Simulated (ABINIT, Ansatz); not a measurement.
# CO2 (P4_2/mnm): bands and cutoff in G0W0 with ABINIT

Wanted: a converged G0W0 gap of CO2 (P4_2/mnm), or an estimate of the limit.

Calculated with ABINIT 10.8.3; LDA and many-body steps on it, plane waves.

**1. The starting structure**

Symmetry: P4_2/mnm, No. 136, tetragonal system. Conventional cell: a = 4.227 Å, b = 4.227 Å, c = 4.688 Å, α = 90.00°, β = 90.00°, γ = 90.00°. Nearest to C lie 2 O at 1.17 Å. Nearest to O lie 1 C at 1.17 Å. Farther neighbours and most contacts between anions are not listed.

As a file:

```cif
data_structure
_symmetry_space_group_name_H-M 'P 1'
_symmetry_Int_Tables_number 1
_cell_length_a 4.2272
_cell_length_b 4.2272
_cell_length_c 4.6878
_cell_angle_alpha 90.000
_cell_angle_beta 90.000
_cell_angle_gamma 90.000
_cell_volume 83.77
loop_
_atom_site_label
_atom_site_type_symbol
_atom_site_fract_x
_atom_site_fract_y
_atom_site_fract_z
_atom_site_occupancy
C1 C 0.50000 0.50000 0.50000 1
C2 C 0.00000 0.00000 0.00000 1
O3 O 0.30483 0.69517 0.50000 1
O4 O 0.69517 0.30483 0.50000 1
O5 O 0.19517 0.19517 0.00000 1
O6 O 0.80483 0.80483 0.00000 1
```

The cell and positions are those that the Materials Project relaxed with its own functionals (PBE, PBE+U or r2SCAN), kept fixed.

**2. Empty states on the mesh, 2×2×2 mesh, 166 bands**

This step: ABINIT 10.8.3; DFT, LDA, plane waves, norm-conserving pseudopotentials.

The sums over transitions need many empty states on a uniform mesh; this step solves for them.

Input file run.abi:

```
acell 3*1.0 Angstrom
rprim 
  4.227212790000 0.000000000000 0.000000000000
  0.000000000000 4.227212790000 0.000000000000
  0.000000000000 0.000000000000 4.687771590000
ntypat 2
znucl 6 8
natom 6
typat 1 1 2 2 2 2
xred 
  0.500000000000 0.500000000000 0.500000000000
  0.000000000000 0.000000000000 0.000000000000
  0.304826860000 0.695173140000 0.500000000000
  0.695173140000 0.304826860000 0.500000000000
  0.195173140000 0.195173140000 0.000000000000
  0.804826860000 0.804826860000 0.000000000000
pp_dirpath "pseudos"
pseudos "C.upf, O.upf"
ecut 37
ngkpt 2 2 2
nshiftk 1
shiftk 0 0 0
kptopt 1
chksymbreak 0
iscf -2
irdden 1
istwfk *1
nband 166
nbdbuf 14
tolwfr 1e-09
nstep 60
prtvol 0
indata_prefix "in"
outdata_prefix "out"
tmpdata_prefix "tmp"
```

Run with:

```console
$ OMP_NUM_THREADS=1 mpirun -n 4 abinit run.abi > log
```

Numbers of over 12 decimals in the logs are rounded to 6 here.

Log:

```text
.Version 10.8.3 of ABINIT. v10.8.2 released Aug 2026.

 Symmetries : space group P4_2/m n m (#136); Bravais tP (primitive tetrag.)
[... echo of the input left out ...]
== DATASET  1 ==================================================================
-   mpi_nproc: 4, omp_nthreads: 1 (-1 if OMP is not activated)

--- !DatasetInfo
iteration_state: {dtset: 1, }
dimensions: {natom: 6, nkpt: 6, mband: 166, nsppol: 1, nspinor: 1, nspden: 1, mpw: 6088, }
cutoff_energies: {ecut:  37.0, pawecutdg:  -1.0, }
[...]
2.62740    2.64346    2.65171    2.66574    2.66796    2.67507    2.68829    2.68829
   2.69934    2.81110    2.81110    2.86666    2.87318    2.87325    2.89562    2.89618
   2.89687    2.91556    2.91650    2.91724    2.92102    2.93347
 prteigrs : prtvol=0 or 1, do not print more k-points.

== END DATASET(S) ==============================================================
================================================================================

 -outvars: echo values of variables after computation  --------
            nband         166
             nkpt           6
          spgroup         136
 [... the other variables as echoed above ...]

 Calculation completed.
```

The job ended after 62 s (4 MPI ranks of Arm Neoverse V2, shared host; peak memory 0.39 GiB).

Numbers from this step:

```yaml
gap: 6.325 eV
k_of_the_valence_top: 0.5, 0.5, 0.5
k_of_the_conduction_bottom: 0, 0, 0
least_direct_gap: 6.811 eV
k_points_computed: 6
lowest_point_of_the_top_converged_band_above_the_valence_top: 76.5949 eV
```

On this mesh the gap is 6.325 eV.

The density comes from a self-consistent run that is not shown.

**3. Screening, 2×2×2 mesh, 33 bands, screening to 62.6 eV**

The RPA dielectric matrix is built and inverted for each q.

This step: RPA screening on LDA, plane waves, norm-conserving pseudopotentials.

Edit run.abi of step 2 so:

```diff
@@ -24,10 +24,11 @@
 chksymbreak 0
-iscf -2
-irdden 1
 istwfk *1
-nband 166
-nbdbuf 14
-tolwfr 1e-09
-nstep 60
-prtvol 0
+occopt 1
+irdwfk 1
+optdriver 3
+nband 33
+ecuteps 2.3
+inclvkb 2
+awtr 1
+symchi 1
 indata_prefix "in"
```

Log:

```text
.Version 10.8.3 of ABINIT. v10.8.2 released Aug 2026.

 Symmetries : space group P4_2/m n m (#136); Bravais tP (primitive tetrag.)
[... echo of the input left out ...]
== DATASET  1 ==================================================================
-   mpi_nproc: 4, omp_nthreads: 1 (-1 if OMP is not activated)

--- !DatasetInfo
iteration_state: {dtset: 1, }
dimensions: {natom: 6, nkpt: 6, mband: 33, nsppol: 1, nspinor: 1, nspden: 1, mpw: 6088, }
cutoff_energies: {ecut:  37.0, pawecutdg:  -1.0, }
electrons: {nelect:   3.20000000E+01, charge:   0.00000000E+00, occopt:   1.00000000E+00, tsmear:   1.00000000E-02, }

 SCREENING: Calculation of the susceptibility and dielectric matrices

 Based on a program developped by R.W. Godby, V. Olevano, G. Onida, and L. Reining.
 Incorporated in ABINIT by V. Olevano, G.-M. Rignanese, and M. Torrent.
.Using double precision arithmetic ; gwpc =  8

[... cell and pseudopotentials left out ...]
--------------------------------------------------------------------------------

 ==== K-mesh for the wavefunctions ====
 Number of points in the irreducible wedge :     6
[... list of points left out ...]
 Together with 16 symmetry operations and time-reversal symmetry
 yields     8 points in the full Brillouin Zone.

 ==== Q-mesh for the screening function ====
 Number of points in the irreducible wedge :     6
[... list of points left out ...]
 Together with 16 symmetry operations and time-reversal symmetry
 yields     8 points in the full Brillouin Zone.

 setmesh: FFT mesh size selected  =    30x   30x   32
          total number of points  =        28800

 vcoul_init : cutoff-mode = AUXILIARY_FUNCTION
 q-points for optical limit:   1
     1)      0.000010    0.000020    0.000030

- screening: taking advantage of time-reversal symmetry
- Maximum band index for partially occupied states nbvw = 16
- Remaining bands to be divided among processors   nbcw = 17
- Number of bands treated by each node ~4

 Number of electrons calculated from density =   32.0000; Expected =   32.0000
 average of density, n =  0.056608
 r_s =    1.6156
 omega_plasma =   22.9506 [eV]

 calculating chi0 at frequencies [eV] :
  1    0.000000E+00    0.000000E+00
  2    0.000000E+00    2.295065E+01

--------------------------------------------------------------------------------
  q-point number  1        q = ( 0.000000, 0.000000, 0.000000) [r.l.u.]
--------------------------------------------------------------------------------
[... chi0 elements left out ...]
 For q-point:  0.000010 0.000020 0.000030
  dielectric constant =   1.7924
  dielectric constant without local fields =   2.1316

  Average fulfillment of the sum rule on Im[epsilon] for q-point    1 :     18.47  [%]
[... wings left out ...]
  q-point number  2        q = ( 0.500000, 0.000000, 0.000000) [r.l.u.]
--------------------------------------------------------------------------------
[... chi0 elements left out ...]
  Average fulfillment of the sum rule on Im[epsilon] for q-point    2 :     28.29  [%]

 [... 4 further q-points ...]
```

Run time: 4 s. Hardware: 4 MPI ranks; peak memory 0.74 GiB.

This step gave:

| Item | Value |
| --- | --- |
| ε∞ with local fields, on this mesh, along the program's q direction | 1.792 |
| the same without local fields | 2.132 |
| plasma frequency | 22.95 eV |
| plane waves in the screening matrix | 91 |

Local fields lower ε∞ by 16 %. On a Γ-centred mesh this coarse the value itself is usually too large, while a short band sum pulls it down.

**4. 33 bands, 62.6 eV**

The self-energy is evaluated for the states that the input lists, and the levels follow from it, in one-shot runs by the linearised quasiparticle equation.

This step: G0W0 on LDA, plane waves, norm-conserving pseudopotentials.

Edit run.abi of step 3 so:

```diff
@@ -27,8 +27,17 @@
 irdwfk 1
-optdriver 3
+optdriver 4
 nband 33
+gwcalctyp 0
+ecutsigx 37
+symsigma 1
+nkptgw 2
+kptgw 
+  0.5000000000 0.5000000000 0.5000000000
+  0.0000000000 0.0000000000 0.0000000000
+bdgw 
+  15 18
+  15 18
 ecuteps 2.3
-inclvkb 2
-awtr 1
-symchi 1
+irdscr 1
+ppmodel 1
 indata_prefix "in"
```

Log:

```text
.Version 10.8.3 of ABINIT. v10.8.2 released Aug 2026.

 Symmetries : space group P4_2/m n m (#136); Bravais tP (primitive tetrag.)
[... echo of the input left out ...]
== DATASET  1 ==================================================================
-   mpi_nproc: 4, omp_nthreads: 1 (-1 if OMP is not activated)

--- !DatasetInfo
iteration_state: {dtset: 1, }
dimensions: {natom: 6, nkpt: 6, mband: 33, nsppol: 1, nspinor: 1, nspden: 1, mpw: 6088, }
cutoff_energies: {ecut:  37.0, pawecutdg:  -1.0, }
electrons: {nelect:   3.20000000E+01, charge:   0.00000000E+00, occopt:   1.00000000E+00, tsmear:   1.00000000E-02, }

 SIGMA: Calculation of the GW corrections

 Based on a program developped by R.W. Godby, V. Olevano, G. Onida, and L. Reining.
 Incorporated in ABINIT by V. Olevano, G.-M. Rignanese, and M. Torrent.
.Using double precision arithmetic ; gwpc =  8

[... cell and pseudopotentials left out ...]
--------------------------------------------------------------------------------

 ==== K-mesh for the wavefunctions ====
 Number of points in the irreducible wedge :     6
[... list of points left out ...]
 Together with 16 symmetry operations and time-reversal symmetry
 yields     8 points in the full Brillouin Zone.

 ==== Q-mesh for screening function ====
 Number of points in the irreducible wedge :     6
[... list of points left out ...]
 Together with 16 symmetry operations and time-reversal symmetry
 yields     8 points in the full Brillouin Zone.

 vcoul_init : cutoff-mode = AUXILIARY_FUNCTION
 q-points for optical limit:   1
     1)      0.000010    0.000020    0.000030
 setmesh: FFT mesh size selected  =    48x   48x   54
          total number of points  =       124416

 Number of electrons calculated from density =   32.0000; Expected =   32.0000
 average of density, n =  0.056608
 r_s =    1.6156
 omega_plasma =   22.9506 [eV]

 === KS Band Gaps ===
  >>>> For spin  1
   Minimum direct gap =   6.8109 [eV], located at k-point      :   0.0000  0.0000  0.0000
   Fundamental gap    =   6.3247 [eV], Top of valence bands at :   0.5000  0.5000  0.5000
                                       Bottom of conduction at :   0.0000  0.0000  0.0000
 SIGMA fundamental parameters:
 PLASMON POLE MODEL  1
 number of plane-waves for SigmaX                 6085
 number of plane-waves for SigmaC and W             91
 number of plane-waves for wavefunctions          6085
 number of bands                                    33
 number of independent spin polarizations            1
 number of spinorial components                      1
 number of k-points in IBZ                           6
 number of q-points in IBZ                           6
 number of symmetry operations                      16
 number of k-points in BZ                            8
 number of q-points in BZ                            8
 number of frequencies for dSigma/dE                 9
 frequency step for dSigma/dE [eV]                0.25
 number of omega for Sigma on real axis              0
 max omega for Sigma on real axis  [eV]           0.00
 zcut for avoiding poles [eV]                     0.10

 EPSILON^-1 parameters (SCR file):
 dimension of the eps^-1 matrix on file             91
 dimension of the eps^-1 matrix used                91
 number of plane-waves for wavefunctions          6085
 number of bands                                    33
 number of q-points in IBZ                           6
 number of frequencies                               2
 number of real frequencies                          1
 number of imag frequencies                          1

 matrix elements of self-energy operator (all in [eV])

 Perturbative Calculation

--- !SelfEnergy_ee
iteration_state: {dtset: 1, }
kpoint     : [   0.500,    0.500,    0.500, ]
spin       : 1
KS_gap     :    7.549
QP_gap     :   13.313
Delta_QP_KS:    5.764
data: !SigmaeeData |
     Band     E0 <VxcDFT>   SigX SigC(E0)      Z dSigC/dE  Sig(E)    E-E0       E
       15  -3.443 -19.940 -25.029   3.093   0.832  -0.201 -21.601  -1.661  -5.104
       16  -3.443 -19.940 -25.029   3.093   0.832  -0.201 -21.601  -1.661  -5.104
       17   4.107 -15.387  -9.238  -1.412   0.866  -0.155 -11.284   4.103   8.210
       18   4.107 -15.387  -9.238  -1.412   0.866  -0.155 -11.284   4.103   8.210

--- !SelfEnergy_ee
iteration_state: {dtset: 1, }
kpoint     : [   0.000,    0.000,    0.000, ]
spin       : 1
KS_gap     :    6.811
QP_gap     :   11.313
Delta_QP_KS:    4.502
data: !SigmaeeData |
     Band     E0 <VxcDFT>   SigX SigC(E0)      Z dSigC/dE  Sig(E)    E-E0       E
       15  -3.929 -19.297 -24.471   3.084   0.832  -0.201 -21.036  -1.739  -5.668
       16  -3.929 -19.297 -24.471   3.084   0.832  -0.201 -21.036  -1.739  -5.668
       17   2.882 -10.698  -5.594  -2.015   0.895  -0.118  -7.934   2.763   5.645
       18   3.900 -16.175 -10.078  -1.211   0.861  -0.161 -11.966   4.208   8.109

== END DATASET(S) ==============================================================
================================================================================

 -outvars: echo values of variables after computation  --------
           etotal      0.0000000000E+00
            nband          33
             nkpt           6
          spgroup         136
 [... the other variables as echoed above ...]

 Calculation completed.
```

Wall time 2.3 s (4 MPI ranks); peak memory 0.17 GiB.

Numbers from this step:

* G0W0 gap on the points computed: 10.75 eV
* starting gap on the mesh: 6.325 eV
* k of the valence top: 0.5, 0.5, 0.5
* k of the conduction bottom: 0, 0, 0
* Z at the valence top: 0.832
* Z at the conduction bottom: 0.895
* least direct G0W0 gap on the computed points: 11.31 eV

The gap on the mesh goes from 6.32 eV to 10.75 eV, a correction of +4.42 eV.

**5. Screening, 2×2×2 mesh, 71 bands, screening to 114.3 eV**

This step: RPA screening on LDA, plane waves, norm-conserving pseudopotentials.

Edit run.abi of step 4 so:

```diff
@@ -27,17 +27,8 @@
 irdwfk 1
-optdriver 4
-nband 33
-gwcalctyp 0
-ecutsigx 37
-symsigma 1
-nkptgw 2
-kptgw 
-  0.5000000000 0.5000000000 0.5000000000
-  0.0000000000 0.0000000000 0.0000000000
-bdgw 
-  15 18
-  15 18
-ecuteps 2.3
-irdscr 1
-ppmodel 1
+optdriver 3
+nband 71
+ecuteps 4.2
+inclvkb 2
+awtr 1
+symchi 1
 indata_prefix "in"
```

Log:

```text
.Version 10.8.3 of ABINIT. v10.8.2 released Aug 2026.

 Symmetries : space group P4_2/m n m (#136); Bravais tP (primitive tetrag.)
[... echo of the input left out ...]
== DATASET  1 ==================================================================
-   mpi_nproc: 4, omp_nthreads: 1 (-1 if OMP is not activated)

--- !DatasetInfo
iteration_state: {dtset: 1, }
dimensions: {natom: 6, nkpt: 6, mband: 71, nsppol: 1, nspinor: 1, nspden: 1, mpw: 6088, }
cutoff_energies: {ecut:  37.0, pawecutdg:  -1.0, }
electrons: {nelect:   3.20000000E+01, charge:   0.00000000E+00, occopt:   1.00000000E+00, tsmear:   1.00000000E-02, }

 SCREENING: Calculation of the susceptibility and dielectric matrices

 Based on a program developped by R.W. Godby, V. Olevano, G. Onida, and L. Reining.
 Incorporated in ABINIT by V. Olevano, G.-M. Rignanese, and M. Torrent.
.Using double precision arithmetic ; gwpc =  8

[... cell and pseudopotentials left out ...]
--------------------------------------------------------------------------------

 ==== K-mesh for the wavefunctions ====
 Number of points in the irreducible wedge :     6
[... list of points left out ...]
 Together with 16 symmetry operations and time-reversal symmetry
 yields     8 points in the full Brillouin Zone.

 ==== Q-mesh for the screening function ====
 Number of points in the irreducible wedge :     6
[... list of points left out ...]
 Together with 16 symmetry operations and time-reversal symmetry
 yields     8 points in the full Brillouin Zone.

 setmesh: FFT mesh size selected  =    30x   30x   36
          total number of points  =        32400

 vcoul_init : cutoff-mode = AUXILIARY_FUNCTION
 q-points for optical limit:   1
     1)      0.000010    0.000020    0.000030

- screening: taking advantage of time-reversal symmetry
- Maximum band index for partially occupied states nbvw = 16
- Remaining bands to be divided among processors   nbcw = 55
- Number of bands treated by each node ~13

 Number of electrons calculated from density =   32.0000; Expected =   32.0000
 average of density, n =  0.056608
 r_s =    1.6156
 omega_plasma =   22.9506 [eV]

 calculating chi0 at frequencies [eV] :
  1    0.000000E+00    0.000000E+00
  2    0.000000E+00    2.295065E+01

--------------------------------------------------------------------------------
  q-point number  1        q = ( 0.000000, 0.000000, 0.000000) [r.l.u.]
--------------------------------------------------------------------------------
[... chi0 elements left out ...]
 For q-point:  0.000010 0.000020 0.000030
  dielectric constant =   1.8751
  dielectric constant without local fields =   2.2716

  Average fulfillment of the sum rule on Im[epsilon] for q-point    1 :     43.59  [%]
[... wings left out ...]
  q-point number  2        q = ( 0.500000, 0.000000, 0.000000) [r.l.u.]
--------------------------------------------------------------------------------
[... chi0 elements left out ...]
  Average fulfillment of the sum rule on Im[epsilon] for q-point    2 :     53.06  [%]

 [... 4 further q-points ...]
```

Elapsed: 9.6 s, on 4 MPI ranks; peak memory 0.86 GiB.

Numbers from this step:

```yaml
eps_infinity_with_local_fields_on_this_mesh_along_the_program_s_q_direction: 1.875
the_same_without_local_fields: 2.272
plasma_frequency: 22.95 eV
plane_waves_in_the_screening_matrix: 237
```

(Part 1 of 2 ends here.)

[Paths, hosts, dates, memory and timing lines, banners, echoed tables and standing remarks are left out of the program output.]

[Logs are printed without paths, hosts, clocks, repeated set-up lines and the standing remarks that a program may print on its own settings, such as how far it seeks lower states.]

[Runs of the session that timed out or met a known fault of the program may be left out.]

[Hosts, paths, dates, database ids (printed as entryN), source tags and the programs' standing remarks are cut or masked in the printed files.]

[G0W0 gaps are taken among the corrected bands and points alone; a level outside them can change the order at an edge.]

[Where Ansatz stands beside ABINIT at settings called matched, ABINIT's density can come from a denser mesh and the files from another edition; pairs whose starting gaps differed by over 0.03 eV were left out, so agreement reads better than it is.]
